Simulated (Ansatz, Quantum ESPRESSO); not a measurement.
# 1T-SrClBr, 1 layer: biaxial strain by an ASE script, part 2 of 2

Aim: band edges, gap and stiffness of 1T-SrClBr, 1 layer under biaxial strain.

Quantum ESPRESSO 7.5; plane-wave DFT, PBE, GBRV ultrasoft pseudopotentials; geometry by Ansatz 0.2.0 with PAW datasets.

So far: Set-up; Geometry from Ansatz.

## 3. Running the series

Under ESM bc1 levels count from the vacuum, or from the mean of the two vacuum levels where the sheet has a dipole, so band edges at unlike strains can be compared.

Level of this step: plane-wave DFT, PBE, GBRV ultrasoft pseudopotentials (Quantum ESPRESSO 7.5).

Input file run.py:

```python
import json
import numpy as np
from ase import Atoms
from ase.calculators.espresso import Espresso, EspressoProfile

profile = EspressoProfile(command='mpirun -n 2 pw.x -nk 2', pseudo_dir='../pseudo')
pseudopotentials = {'Br': 'br_pbe_v1.4.uspp.F.UPF', 'Cl': 'cl_pbe_v1.4.uspp.F.UPF', 'Sr': 'sr_pbe_v1.uspp.F.UPF'}
system = {'ecutwfc': 40, 'ecutrho': 200, 'occupations': 'smearing', 'smearing': 'fd', 'degauss': 0.002}


def calculator(name, kpts, **extra):
    data = dict(control=dict(tprnfor=True, verbosity='high', disk_io='none'),
                system=system | extra,
                electrons=dict(conv_thr=1e-09, mixing_beta=0.4, mixing_mode='plain',
                               electron_maxstep=100))
    return Espresso(profile=profile, directory=name, pseudopotentials=pseudopotentials, kpts=kpts, input_data=data)


def centre(atoms):
    z = atoms.positions[:, 2]
    atoms.positions[:, 2] -= (z.max() + z.min()) / 2  # ESM wants the slab about z = 0
    return atoms

sheet = Atoms(
    ['Br', 'Sr', 'Cl'],
    scaled_positions=[
        [0.6666666667, 0.3333333333, 0.4203788698],
        [0.0000000000, 0.0000000000, 0.5074132118],
        [0.3333333333, 0.6666666667, 0.5803054958]],
    cell=[
        [4.516746648831, 0.000000000000, 0.000000000000],
        [-2.258373324415, 3.911617340346, 0.000000000000],
        [0.000000000000, 0.000000000000, 18.570122260100]],
    pbc=True)

rows = []
for strain in [-0.03, -0.015, 0.0, 0.015, 0.03]:
    atoms = sheet.copy()
    atoms.set_cell(sheet.cell.array * [[1 + strain], [1 + strain], [1]], scale_atoms=True)
    atoms = centre(atoms)
    atoms.calc = calculator(f's{strain:+.3f}', (12, 12, 1), assume_isolated='esm', esm_bc='bc1', nbnd=16)
    energy = atoms.get_potential_energy()
    levels = np.array([atoms.calc.get_eigenvalues(kpt=i) for i in range(len(atoms.calc.get_ibz_k_points()))])
    top, bottom = levels[:, 11].max(), levels[:, 12].min()
    direct = (levels[:, 12] - levels[:, 11]).min()
    rows.append([strain, energy, top, bottom, direct])
    print(f'strain {strain:+.3f}: E = {energy:.5f} eV, valence top {top:.3f}, conduction bottom {bottom:.3f}, '
          f'gap {bottom - top:.3f}, least direct gap {direct:.3f} eV')

x, energy, top, bottom, direct = np.array(rows).T
area = np.linalg.norm(np.cross(*sheet.cell[:2]))
stiffness = np.polyfit(x, energy, 2)[0] / area * 16.0218  # C11 + C12, heights clamped
print(f'valence and conduction edges move by {np.polyfit(x, top, 1)[0]:.2f} and {np.polyfit(x, bottom, 1)[0]:.2f} eV per unit biaxial strain')
print(f'C11 + C12 with clamped heights: {stiffness:.1f} N/m')
json.dump(dict(rows=rows, stiffness=stiffness), open('result.json', 'w'))
```

Command:

```console
$ OMP_NUM_THREADS=1 python run.py
```

Log:

```text
strain -0.030: E = -2051.53934 eV, valence top -7.636, conduction bottom -2.142, gap 5.494, least direct gap 5.494 eV
strain -0.015: E = -2051.57430 eV, valence top -7.641, conduction bottom -2.235, gap 5.406, least direct gap 5.406 eV
strain +0.000: E = -2051.58578 eV, valence top -7.639, conduction bottom -2.325, gap 5.315, least direct gap 5.316 eV
strain +0.015: E = -2051.57631 eV, valence top -7.609, conduction bottom -2.410, gap 5.199, least direct gap 5.226 eV
strain +0.030: E = -2051.54812 eV, valence top -7.577, conduction bottom -2.492, gap 5.085, least direct gap 5.136 eV
valence and conduction edges move by 1.00 and -5.82 eV per unit biaxial strain
C11 + C12 with clamped heights: 42.4 N/m
```

Wall time 8.9 min (2 MPI ranks of Arm Neoverse V2, shared host); peak memory 0.64 GiB; 18 min of CPU time.

The input that ASE wrote for the first run, and its log:

```
&CONTROL
   verbosity        = 'high'
   tprnfor          = .true.
   disk_io          = 'none'
   pseudo_dir       = '../pseudo'
/
&SYSTEM
   nbnd             = 16
   ecutwfc          = 40
   ecutrho          = 200
   occupations      = 'smearing'
   degauss          = 0.002
   smearing         = 'fd'
   assume_isolated  = 'esm'
   esm_bc           = 'bc1'
   ntyp             = 3
   nat              = 3
   ibrav            = 0
/
&ELECTRONS
   electron_maxstep = 100
   conv_thr         = 1e-09
   mixing_mode      = 'plain'
   mixing_beta      = 0.4
/
&IONS
/
&CELL
/
&FCP
/
&RISM
/
ATOMIC_SPECIES
Br 79.904 br_pbe_v1.4.uspp.F.UPF
Sr 87.62 sr_pbe_v1.uspp.F.UPF
Cl 35.45 cl_pbe_v1.4.uspp.F.UPF

K_POINTS automatic
12 12 1  0 0 0

CELL_PARAMETERS angstrom
4.38124424936607 0.00000000000000 0.00000000000000
-2.19062212468255 3.79426882013562 0.00000000000000
0.00000000000000 0.00000000000000 18.57012226010000

ATOMIC_POSITIONS angstrom
Br 2.1906221249 1.2647562733 -1.4849284987  
Sr 0.0000000000 0.0000000000 0.1313098730  
Cl -0.0000000002 2.5295125469 1.4849284987
```

```text
Program PWSCF v.7.5 starts
[citation notice left out]

     Parallel version (MPI & OpenMP), running on       2 processor cores
     Number of MPI processes:                 2
     Threads/MPI process:                     1

     MPI processes distributed on     1 nodes
[... 1 line left out ...]

Warning: card &CELL ignored
Warning: card &FCP ignored
Warning: card &RISM ignored

     Current dimensions of program PWSCF are:
     Max number of different atomic species (ntypx) = 10
     Max number of k-points (npk) =  40000
     Max angular momentum in pseudopotentials (lmaxx) =  4
     Message from routine setup:
     using ibrav=0 with symmetry is DISCOURAGED, use correct ibrav instead

     K-points division:     npool     =       2
     Subspace diagonalization in iterative solution of the eigenvalue problem:
     a serial algorithm will be used

     G-vector sticks info
     --------------------
     sticks:   dense  smooth     PW     G-vecs:    dense   smooth      PW
     Sum         955     757    211                99667    71241   11075

     Using Slab Decomposition

     bravais-lattice index     =            0
     lattice parameter (alat)  =       8.2794  a.u.
     unit-cell volume          =    2083.2286 (a.u.)^3
     number of atoms/cell      =            3
     number of atomic types    =            3
     number of electrons       =        24.00
     number of Kohn-Sham states=           16
     kinetic-energy cutoff     =      40.0000  Ry
     charge density cutoff     =     200.0000  Ry
     scf convergence threshold =      1.0E-09
     mixing beta               =       0.4000
     number of iterations used =            8  plain     mixing
     Exchange-correlation=  SLA  PW   PBX  PBC
                           (   1   4   3   4   0   0   0)

     Effective Screening Medium Method
     =================================
     Boundary Conditions: Vacuum-Slab-Vacuum
     total charge in unit cell        =   0.0000
     grid points for fit at edges     =        4

[... 10 lines left out ...]
     PseudoPot. # 1 for Br read from file:
     ../pseudo/br_pbe_v1.4.uspp.F.UPF
     Pseudo is Ultrasoft + core correction, Zval =  7.0
     Generated by new atomic code, or converted to UPF format
     Using radial grid of  879 points,  6 beta functions with:
                l(1) =   0
                l(2) =   0
                l(3) =   1
                l(4) =   1
                l(5) =   2
                l(6) =   2
     Q(r) pseudized with  8 coefficients,  rinner =    1.100   1.100   1.100
                                                       1.100   1.100

     PseudoPot. # 2 for Sr read from file:
     ../pseudo/sr_pbe_v1.uspp.F.UPF
     Pseudo is Ultrasoft + core correction, Zval = 10.0
     Generated by new atomic code, or converted to UPF format
     Using radial grid of  883 points,  6 beta functions with:
                l(1) =   0
[... 560 lines left out ...]

     End of self-consistent calculation

          k = 0.0000 0.0000 0.0000 (  8921 PWs)   bands (ev):

   -40.1625 -22.4764 -22.1627 -22.1627 -20.4489 -19.6616  -9.2166  -8.9255
    -8.9255  -7.8348  -7.6360  -7.6360  -2.1423  -1.1190  -1.1190  -0.8589

     occupation numbers
     1.0000   1.0000   1.0000   1.0000   1.0000   1.0000   1.0000   1.0000
     1.0000   1.0000   1.0000   1.0000   0.0000   0.0000   0.0000   0.0000

[... 108 lines left out ...]

     the Fermi energy is    -4.0184 ev

!    total energy              =    -150.78537345 Ry
     estimated scf accuracy    <          6.6E-10 Ry
     smearing contrib. (-TS)   =       0.00000000 Ry
     internal energy E=F+TS    =    -150.78537345 Ry

     The total energy is F=E-TS. E is the sum of the following terms:
     one-electron contribution =     307.56131952 Ry
     hartree contribution      =    -154.36619187 Ry
     xc contribution           =     -53.99664932 Ry
     ewald contribution        =    -249.98385177 Ry

     convergence has been achieved in  25 iterations

     negative rho (up, down):  8.074E-02 0.000E+00

     Forces acting on atoms (cartesian axes, Ry/au):

     atom    1 type  1   force =     0.00000000   -0.00000000   -0.01088155
     atom    2 type  2   force =     0.00000000    0.00000000    0.00027163
     atom    3 type  3   force =     0.00000000    0.00000000    0.01059646
     The non-local contrib.  to forces
     atom    1 type  1   force =     0.00000000   -0.00000000    0.01142827
     atom    2 type  2   force =     0.00000000    0.00000000    0.00471779
     atom    3 type  3   force =     0.00000000    0.00000000   -0.06521349
     The ionic contribution  to forces
     atom    1 type  1   force =    -0.00000000    0.00000000  -22.52233683
     atom    2 type  2   force =    -0.00000000    0.00000000    1.06933991
     atom    3 type  3   force =     0.00000000   -0.00000000   21.45299692
     The local contribution  to forces
     atom    1 type  1   force =    -0.00000001    0.00000000   22.51225482
     atom    2 type  2   force =     0.00000000   -0.00000000   -1.07358960
     atom    3 type  3   force =     0.00000000   -0.00000000  -21.37758741
     The core correction contribution to forces
     atom    1 type  1   force =     0.00000000   -0.00000000   -0.01228850
     atom    2 type  2   force =     0.00000000   -0.00000000   -0.00019983
     atom    3 type  3   force =    -0.00000000    0.00000000    0.00045393
     The Hubbard contrib.    to forces
     atom    1 type  1   force =     0.00000000    0.00000000    0.00000000
     atom    2 type  2   force =     0.00000000    0.00000000    0.00000000
     atom    3 type  3   force =     0.00000000    0.00000000    0.00000000
     The SCF correction term to forces
     atom    1 type  1   force =    -0.00000000   -0.00000000    0.00006069
     atom    2 type  2   force =     0.00000000    0.00000000    0.00000337
     atom    3 type  3   force =    -0.00000000   -0.00000000   -0.00005350

     Total force =     0.015191     Total SCF correction =     0.000081
     Message from routine punch:
     Nothing written, as per user request (disk_io='none')

[... 1 line left out ...]

[... 1 line left out ...]

[... 1 line left out ...]

[... 3 lines left out ...]

[... 1 line left out ...]

[... 2 lines left out ...]

[... 1 line left out ...]

[... 1 line left out ...]

=------------------------------------------------------------------------------=
   JOB DONE.
=------------------------------------------------------------------------------=
```

This step gave:

- biaxial stiffness: 42.40 N/m

Table of band edge from the vacuum level by biaxial strain:

| biaxial strain (%) | valence top (eV) | conduction bottom (eV) |
| --- | --- | --- |
| -3.00 | -7.64 | -2.14 |
| -1.50 | -7.64 | -2.24 |
| 0.00 | -7.64 | -2.32 |
| 1.50 | -7.61 | -2.41 |
| 3.00 | -7.58 | -2.49 |

Table of gap by biaxial strain:

| biaxial strain (%) | on the mesh (eV) | least direct (eV) |
| --- | --- | --- |
| -3.00 | 5.49 | 5.49 |
| -1.50 | 5.41 | 5.41 |
| 0.00 | 5.31 | 5.32 |
| 1.50 | 5.20 | 5.23 |
| 3.00 | 5.09 | 5.14 |

The energy over the lowest by biaxial strain:

| biaxial strain (%) | energy over the lowest (meV) |
| --- | --- |
| -3.00 | 46.4 |
| -1.50 | 11.5 |
| 0.00 | 0 |
| 1.50 | 9.47 |
| 3.00 | 37.7 |

## 4. The script: LDA, GBRV ultrasoft

Level of this step: plane-wave DFT, LDA, GBRV ultrasoft pseudopotentials (Quantum ESPRESSO 7.5).

run.py is the input of step 3 with these lines changed:

```diff
@@ -6,3 +6,3 @@
 profile = EspressoProfile(command='mpirun -n 2 pw.x -nk 2', pseudo_dir='../pseudo')
-pseudopotentials = {'Br': 'br_pbe_v1.4.uspp.F.UPF', 'Cl': 'cl_pbe_v1.4.uspp.F.UPF', 'Sr': 'sr_pbe_v1.uspp.F.UPF'}
+pseudopotentials = {'Br': 'br_lda_v1.4.uspp.F.UPF', 'Cl': 'cl_lda_v1.4.uspp.F.UPF', 'Sr': 'sr_lda_v1.uspp.F.UPF'}
 system = {'ecutwfc': 40, 'ecutrho': 200, 'occupations': 'smearing', 'smearing': 'fd', 'degauss': 0.002}
```

Command:

```console
$ OMP_NUM_THREADS=1 python run.py
```

Log:

```text
strain -0.030: E = -2048.30514 eV, valence top -7.835, conduction bottom -2.629, gap 5.206, least direct gap 5.206 eV
strain -0.015: E = -2048.28112 eV, valence top -7.840, conduction bottom -2.722, gap 5.118, least direct gap 5.118 eV
strain +0.000: E = -2048.23640 eV, valence top -7.838, conduction bottom -2.810, gap 5.028, least direct gap 5.029 eV
strain +0.015: E = -2048.17341 eV, valence top -7.807, conduction bottom -2.893, gap 4.914, least direct gap 4.941 eV
strain +0.030: E = -2048.09426 eV, valence top -7.775, conduction bottom -2.973, gap 4.802, least direct gap 4.854 eV
valence and conduction edges move by 1.02 and -5.72 eV per unit biaxial strain
C11 + C12 with clamped heights: 37.0 N/m
```

Run time: 7.9 min. Hardware: 2 MPI ranks; peak memory 0.6 GiB.

Numbers from this step:

- biaxial stiffness: 37.00 N/m

Table of band edge from the vacuum level by biaxial strain:

| biaxial strain (%) | valence top (eV) | conduction bottom (eV) |
| --- | --- | --- |
| -3.00 | -7.84 | -2.63 |
| -1.50 | -7.84 | -2.72 |
| 0.00 | -7.84 | -2.81 |
| 1.50 | -7.81 | -2.89 |
| 3.00 | -7.77 | -2.97 |

Gap against biaxial strain:

| biaxial strain (%) | on the mesh (eV) | least direct (eV) |
| --- | --- | --- |
| -3.00 | 5.21 | 5.21 |
| -1.50 | 5.12 | 5.12 |
| 0.00 | 5.03 | 5.03 |
| 1.50 | 4.91 | 4.94 |
| 3.00 | 4.80 | 4.85 |

Energy over the lowest against biaxial strain:

| biaxial strain (%) | energy over the lowest (meV) |
| --- | --- |
| -3.00 | 0 |
| -1.50 | 24.0 |
| 0.00 | 68.7 |
| 1.50 | 132 |
| 3.00 | 211 |

## 5. Worked from the printed numbers

Under equal strain ε in the plane, E = A (C11 + C12) ε². From the points at ±1.5 %: d²E/dε² = (11.48 + 9.47 − 2 × 0.00) meV / 0.015² = 93 eV, and 93/(2 × 17.668 Å²) × 16.02 = 42 N/m.

## 6. Outcome

- C11 + C12, heights clamped, PBE, GBRV ultrasoft: 42 N/m
- gap on the mesh at zero strain, PBE, GBRV ultrasoft: 5.31 eV
- valence top below the mean of the two vacuum levels at zero strain, PBE, GBRV ultrasoft: 7.64 eV
- shift of the valence top per unit biaxial strain, PBE, GBRV ultrasoft: 1.0 eV
- shift of the conduction bottom per unit biaxial strain, PBE, GBRV ultrasoft: -5.8 eV
- C11 + C12, heights clamped, LDA, GBRV ultrasoft: 37 N/m
- gap on the mesh at zero strain, LDA, GBRV ultrasoft: 5.03 eV
- valence top below the mean of the two vacuum levels at zero strain, LDA, GBRV ultrasoft: 7.84 eV
- shift of the valence top per unit biaxial strain, LDA, GBRV ultrasoft: 1.0 eV
- shift of the conduction bottom per unit biaxial strain, LDA, GBRV ultrasoft: -5.7 eV

**Reading.** The sheet's biaxial stiffness comes to 42 N/m and its gap at zero strain to 5.31 eV (PBE, GBRV ultrasoft). From −3 % to +3 % the gap on the mesh goes from 5.49 to 5.09 eV; it is direct at some strains and indirect at others. Heights are clamped under strain, which makes a sheet with several atomic planes too stiff. Zero strain is the PBE cell; under LDA the energy is lowest at or beyond the end of the range, so its stiffness is taken away from its own minimum. Semilocal gaps are too small. The sheet carries a dipole, so the two faces have unlike vacuum levels and the zero lies between them. Spin-orbit coupling is left out; depending on the atoms that carry the levels of interest, it can split and shift them by tens to hundreds of meV.

[Logs are printed without paths, hosts, clocks, repeated set-up lines and the standing remarks that a program may print on its own settings, such as how far it seeks lower states.]

[Hosts, paths, dates, database ids (printed as entryN), source tags and the programs' standing remarks are cut or masked in the printed files.]

[Maps of the electrostatic potential energy from Ansatz leave out the sawtooth potential of an applied field or a dipole correction, so their vacuum need not be flat; planar profiles and work functions include it.]
